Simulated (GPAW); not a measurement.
# The basis that the transmission of a B chain with two Pt atoms in line needs, part 2 of 2

Wanted: the zero-bias transmission of a B chain with two Pt atoms in line on a ladder of levels, with run times.

GPAW 26.7.0; GPAW LCAO, PAW setups; Landauer transmission from Green's functions with principal layers (ASE), zero bias.

So far, transmission at the Fermi level (one spin): step 2 (double-zeta polarised basis, PBE, GPAW) 1.08; step 3 (basis szp(dzp), PBE, GPAW) 0.995; step 4 (basis sz(dzp), PBE, GPAW) 1.02; step 5 (RPBE) 1.06.

**8. Temperature 30, SCF mesh 1×1×1**

Temperature enters only through the Fermi window. The SCF mesh sets the Fermi level of the repeated cell.

This step: GPAW LCAO, PAW setups; Landauer transmission from Green's functions with principal layers (ASE), zero bias (GPAW 26.7.0).

run.py

```python
import json
import numpy as np
from ase import Atoms
from ase.transport.calculators import TransportCalculator
from gpaw import GPAW, FermiDirac
from gpaw.lcao.tools import get_lcao_hamiltonian
from scipy.linalg import eigh

# The junction with lead layers at both ends, along the third cell vector
device = Atoms(
    ['B', 'B', 'B', 'B', 'B', 'B', 'Pt', 'Pt', 'B', 'B', 'B', 'B', 'B', 'B'],
    positions=[
        [4.50000, 4.50000, 0.77500],
        [4.50000, 4.50000, 2.32500],
        [4.50000, 4.50000, 3.87500],
        [4.50000, 4.50000, 5.42500],
        [4.50000, 4.50000, 6.97500],
        [4.50000, 4.50000, 8.52500],
        [4.50000, 4.50000, 10.47840],
        [4.50000, 4.50000, 12.87840],
        [4.50000, 4.50000, 14.83180],
        [4.50000, 4.50000, 16.38180],
        [4.50000, 4.50000, 17.93180],
        [4.50000, 4.50000, 19.48180],
        [4.50000, 4.50000, 21.03180],
        [4.50000, 4.50000, 22.58180]],
    cell=[[9.0, 0.0, 0.0], [0.0, 9.0, 0.0], [0.0, 0.0, 23.3568]],
    pbc=True)

# One principal layer of the lead: the first 4 atoms of the device
lead = Atoms(
    ['B', 'B', 'B', 'B'],
    positions=[
        [4.50000, 4.50000, 0.77500],
        [4.50000, 4.50000, 2.32500],
        [4.50000, 4.50000, 3.87500],
        [4.50000, 4.50000, 5.42500]],
    cell=[[9.0, 0.0, 0.0], [0.0, 9.0, 0.0], [0.0, 0.0, 6.2]],
    pbc=True)

settings = dict(mode='lcao', basis='dzp', xc='PBE', h=0.2,
                occupations=FermiDirac(0.1), maxiter=250,
                mixer=dict(beta=0.1, nmaxold=8, weight=100.0),
                convergence=dict(density=0.0001))
energies = np.arange(-2, 2 + 1e-9, 0.05)
eta = 0.0001
n1, n2 = 1, 1
# k and -k transmit alike, so half of the mesh across the current serves
mesh = [(i, j) for i in range(n1) for j in range(n2) if (i, j) <= (-i % n1, -j % n2)]
weights = np.array([1 if (i, j) == (-i % n1, -j % n2) else 2 for i, j in mesh]) / (n1 * n2)

# [... helper functions left out ...]
fermi_lead = ground_state(lead, (1, 1, 18), 'lead.txt')
fermi_device = ground_state(device, (1, 1, 1), 'device.txt')
# [... loop over the mesh left out, but for ...]
        # Shift the lead onto the potential of the device's first layer
        shift = ((H[:, 0, 0] - H0[:, 0, 0]) / S0[0, 0]).real.mean()
# [...]
kT = 8.617333e-5 * 30
bias = [0.1, 0.2, 0.5, 1.0, 1.5, 2.0]
# [... integrals and printing left out ...]
```

Started as:

```
OMP_NUM_THREADS=1 OPENBLAS_NUM_THREADS=1 python run.py
```

What it wrote:

```text
basis functions: device 210, principal layer 52
Fermi level: lead -4.8868 eV, device -4.8832 eV; lead shifted by 0.1356 eV
largest coupling past the next layer 9.55e-05 eV, largest misfit of the first layer 0.104 eV
  E-E_F (eV)   T (one spin)  channels
    -2.000    1.5636e-12    0.0000
    -1.950    7.1135e-13    0.0000
    -1.900    3.5164e-13    0.0000
    -1.850    1.8676e-13    0.0000
    -1.800    1.0628e-13    0.0000
    -1.750    6.5562e-14    0.0000
    -1.700    4.6659e-14    0.0000
    -1.650    5.5169e-14    0.0000
    -1.600    1.0566e-12    0.0000
    -1.550    2.1584e-13    0.0000
    -1.500    7.8791e-14    0.0000
    -1.450    6.1351e-14    0.0000
    -1.400    6.2841e-14    0.0000
    -1.350    7.6319e-14    0.0000
    -1.300    1.0619e-13    0.0000
    -1.250    1.6679e-13    0.0000
[...]
1.650    5.7100e-01    2.0000
     1.700    5.7597e-01    2.0000
     1.750    5.8147e-01    2.0000
     1.800    5.8744e-01    2.0000
     1.850    5.9383e-01    2.0000
     1.900    6.0062e-01    2.0000
     1.950    6.0776e-01    2.0000
     2.000    6.1523e-01    2.0000
conductance at 30 K: 1.0357 G0 a cell; thermopower 0.009959 uV/K
current from the zero-bias T(E) at 0.1 V: 8.0091 uA
current from the zero-bias T(E) at 0.2 V: 15.948 uA
current from the zero-bias T(E) at 0.5 V: 38.692 uA
current from the zero-bias T(E) at 1.0 V: 70.077 uA
current from the zero-bias T(E) at 1.5 V: 91.114 uA
current from the zero-bias T(E) at 2.0 V: 103.14 uA
```

Elapsed: 56 s, on 1 thread of Arm Neoverse N1, shared host; peak memory 0.77 GiB.

The run finished with changed settings (temperature = 30 and scf_mesh = [1, 1, 1]); it serves as a test.

Side by side:

| quantity | this run | sound run | difference |
| --- | --- | --- | --- |
| conductance (G₀) | 1.0357 | 1.0751 | -0.0394 |
| largest misfit of the first principal layer (eV) | 0.10436 | 0.097715 | 0.00664 |
| shift that aligns the lead (eV) | 0.13555 | 0.033006 | 0.103 |
| transmission at the Fermi level (one spin) | 1.0360 | 1.0803 | -0.0443 |

One result that differs is the shift that aligns the lead, 0.136 eV against 0.0330 eV.

**9. Another change of settings**

A last run, with other settings again.

Edit run.py of step 8 so:

```diff
@@ -37,3 +37,3 @@
         [4.50000, 4.50000, 5.42500]],
-    cell=[[9.0, 0.0, 0.0], [0.0, 9.0, 0.0], [0.0, 0.0, 6.2]],
+    cell=[[9.0, 0.0, 0.0], [0.0, 9.0, 0.0], [0.0, 0.0, 5.58]],
     pbc=True)
@@ -41,3 +41,3 @@
 settings = dict(mode='lcao', basis='dzp', xc='PBE', h=0.2,
-                occupations=FermiDirac(0.1), maxiter=250,
+                occupations=FermiDirac(0.1), maxiter=100,
                 mixer=dict(beta=0.1, nmaxold=8, weight=100.0),
@@ -53,3 +53,3 @@
 fermi_lead = ground_state(lead, (1, 1, 18), 'lead.txt')
-fermi_device = ground_state(device, (1, 1, 1), 'device.txt')
+fermi_device = ground_state(device, (1, 1, 3), 'device.txt')
 # [... loop over the mesh left out, but for ...]
@@ -58,3 +58,3 @@
 # [...]
-kT = 8.617333e-5 * 30
+kT = 8.617333e-5 * 300
 bias = [0.1, 0.2, 0.5, 1.0, 1.5, 2.0]
```

What it wrote:

```text
basis functions: device 210, principal layer 52
Fermi level: lead -5.4257 eV, device -4.7918 eV; lead shifted by -0.9181 eV
largest coupling past the next layer 1.43e-02 eV, largest misfit of the first layer 3.489 eV
  E-E_F (eV)   T (one spin)  channels
    -2.000    7.8789e-07    3.0000
    -1.950    2.6464e-06    3.0000
    -1.900    7.7066e-06    3.0000
    -1.850    2.2177e-05    3.0000
    -1.800    6.8220e-05    2.0000
    -1.750    2.4813e-04    2.0000
    -1.700    1.3501e-03    2.0000
    -1.650    4.1306e-02    2.0000
    -1.600    1.4633e-02    2.0000
    -1.550    4.3155e-03    2.0000
    -1.500    3.0223e-03    2.0000
    -1.450    2.8732e-03    2.0000
    -1.400    3.1714e-03    2.0000
    -1.350    3.5491e-03    2.0000
    -1.300    8.9587e-04    2.0000
    -1.250    9.2636e-10    0.0000
[...]
1.650    4.0466e-09    0.0000
     1.700    2.6068e-09    0.0000
     1.750    1.8852e-09    0.0000
     1.800    1.4889e-09    0.0000
     1.850    1.2642e-09    0.0000
     1.900    1.1430e-09    0.0000
     1.950    1.0942e-09    0.0000
     2.000    1.1060e-09    0.0000
conductance at 300 K: 0.32675 G0 a cell; thermopower 14.15 uV/K
current from the zero-bias T(E) at 0.1 V: 2.5516 uA
current from the zero-bias T(E) at 0.2 V: 5.228 uA
current from the zero-bias T(E) at 0.5 V: 15.796 uA
current from the zero-bias T(E) at 1.0 V: 52.911 uA
current from the zero-bias T(E) at 1.5 V: 75.701 uA
current from the zero-bias T(E) at 2.0 V: 106.37 uA
```

Run time: 77 s. Hardware: 1 thread; peak memory 0.78 GiB.

The run finished. A setting was moved off its sound value on purpose, so it serves as a test and not as the result.

The fault put into the input: a lead period that doesn't match its atoms (period = 5.58).

Side by side:

| quantity | this run | sound run | difference |
| --- | --- | --- | --- |
| conductance (G₀) | 0.32675 | 1.0751 | -0.748 |
| largest coupling past the next principal layer (eV) | 0.014260 | 9.547e-5 | 0.0142 |
| largest misfit of the first principal layer (eV) | 3.4894 | 0.097715 | 3.39 |
| shift that aligns the lead (eV) | -0.91808 | 0.033006 | -0.951 |
| transmission at the Fermi level (one spin) | 0.31920 | 1.0803 | -0.761 |

The shift that aligns the lead changes sign: -0.918 eV against 0.0330 eV.

**10. Results**

```json
{
  "conductance": "1.08 G₀",
  "transmission at the Fermi level, mean of the spins": "1.08",
  "thermopower": "about 0 (under 1.5 μV/K)",
  "open channels of the lead there": "2"
}
```

In words: In the dzp basis the junction conducts 1.08 G₀ at 300 K, with T = 1.08 a spin at the Fermi level; the sz basis reaches that conductance within 10 %. The scatterer reflects about 46 % of the incoming channels at the Fermi level. At the Fermi level two eigenchannels carry the current (0.54 and 0.54). Measured against the first run (dzp), the nearest curve is that of dzp-RPBE (r.m.s. 0.011) and the farthest that of sz (0.12). Over the compared runs wall time goes from 35 s (sz) to 70 s (dzp), on a shared host. The geometry was built from estimated bond lengths and not relaxed, so the numbers describe this model structure. The run had no spin polarisation, so a magnetic state, which chains and small molecules with open shells often have, wasn't tested. Spin-orbit coupling is left out, which matters for the heavy atoms here. An evenly spaced straight chain is an idealisation: free chains tend to dimerise, zigzag or, where a band edge lies near the Fermi level, turn magnetic. The currents use the zero-bias T(E) throughout, which holds only while the bias is small against the distance to the nearest feature. The energy step is wider than the thermal energy, so the conductance and thermopower rest on interpolation of T(E).

[Logs are printed without paths, hosts, clocks, repeated set-up lines and the standing remarks that a program may print on its own settings, such as how far it seeks lower states.]

[Hosts, paths, dates, database ids (printed as entryN), source tags and the programs' standing remarks are cut or masked in the printed files.]
